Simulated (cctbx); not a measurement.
**Accept or mend?**

Cell a = 6.5570 Å, b = 16.2540 Å, c = 8.7350 Å, α = 90.00°, β = 90.00°, γ = 90.00°; space group Cmce (no. 64).

Simulated single-crystal data (cctbx): Cu Kα, λ = 1.54184 Å, to d = 0.83 Å, 50 % of the full sphere, strongest reflection 5000 counts, noise from counting, a 6 % proportional error and a noise floor of 4 counts (s.d.); no absorption.

An anisotropic refinement with weights 1/σ² prints:

```text
Rint 0.057, 464 unique reflections to 0.83 A
cycle     R1     wR2    GooF  max shift (A)
   1  0.0769  0.1903   2.840   0.00332
   2  0.0770  0.1835   2.738   0.00000
final R1 0.0770 wR2 0.1835 GooF 2.738  parameters 22  data/parameter 21.1
atom        x        y        z      Ueq    occ   su(xyz)  su(Uiso or U11)
Tb1    0.50000  0.88529  0.07687   0.0022  1.000  0.00028  0.0013
Sn1    0.50000  0.81334  0.45182   0.0032  1.000  0.00029  0.0014  NPD
Sn2    0.25000  0.54620  0.25000   0.0023  1.000  0.00017  0.0014
In1    0.25000  0.71527  0.25000   0.0026  1.000  0.00016  0.0015
difference map: max 39.92 min -3.44 rms 1.20
Q1    0.0000  0.0000  0.0000    4   39.92  2.83 A from Sn2
Q2    0.0000  0.1039  0.5812    8    4.23  0.18 A from Tb1
Q3    0.0000  0.1955  0.9756    8    3.78  0.25 A from Sn1
Q4    0.0000  0.1716  0.8496    8    2.72  0.93 A from Sn1
Q5    0.0000  0.1557  0.3142    8    2.37  1.98 A from In1
Q6    0.2500  0.0452  0.2500    8    2.36  0.02 A from Sn2
```

Q: Accept it or mend it, and why?

Mend it. The fault: an atom left out, Al at (1/2, 0, 1/2). Against the right model at the same level, R1 goes from 0.0283 to 0.0770 and GooF from 0.99 to 2.74, the top difference peak, 39.9 e/Å³, lies 2.83 Å from Sn2 and Sn1 goes non-positive-definite. Q1 is the missing atom. With scattering power missing, scale and phases suffer, so peaks may also grow on the heavy atoms.

The compound is Tb2AlIn2Sn4. The right model at the same level gives:

```text
Rint 0.057, 464 unique reflections to 0.83 A
cycle     R1     wR2    GooF  max shift (A)
   1  0.0307  0.0724   1.085   0.00045
   2  0.0283  0.0661   0.991   0.00000
final R1 0.0283 wR2 0.0661 GooF 0.991  parameters 26  data/parameter 17.8
atom        x        y        z      Ueq    occ   su(xyz)  su(Uiso or U11)
Tb1    0.50000  0.88538  0.07693   0.0036  1.000  0.00010  0.0005
Sn1    0.50000  0.81316  0.45191   0.0046  1.000  0.00011  0.0005
Sn2    0.25000  0.54613  0.25000   0.0039  1.000  0.00006  0.0005
In1    0.25000  0.71510  0.25000   0.0043  1.000  0.00006  0.0005
Al1    0.50000  0.00000  0.50000   0.0076  1.000  0.00000  0.0031
difference map: max 2.93 min -2.05 rms 0.50
Q1    0.0000  0.2300  0.7522    8    3.03  1.87 A from In1
Q2    0.0000  0.0918  0.7789    8    2.25  1.80 A from Tb1
Q3    0.1655  0.1651  0.2849   16    1.67  1.03 A from In1
Q4    0.0000  0.0000  0.5000    4    1.49  1.98 A from Tb1
Q5    0.0000  0.2040  0.6009    8    1.44  1.47 A from Tb1
Q6    0.1423  0.0000  0.5000    8    1.40  2.19 A from Tb1
```

The model was made for the exercise: a known structure type with other elements put in, its volume estimated, not relaxed; displacement parameters are assumed.

[Middle refinement cycles are left out of these outputs.]

[Logs are printed without paths, hosts, clocks, repeated set-up lines and the standing remarks that a program may print on its own settings, such as how far it seeks lower states.]
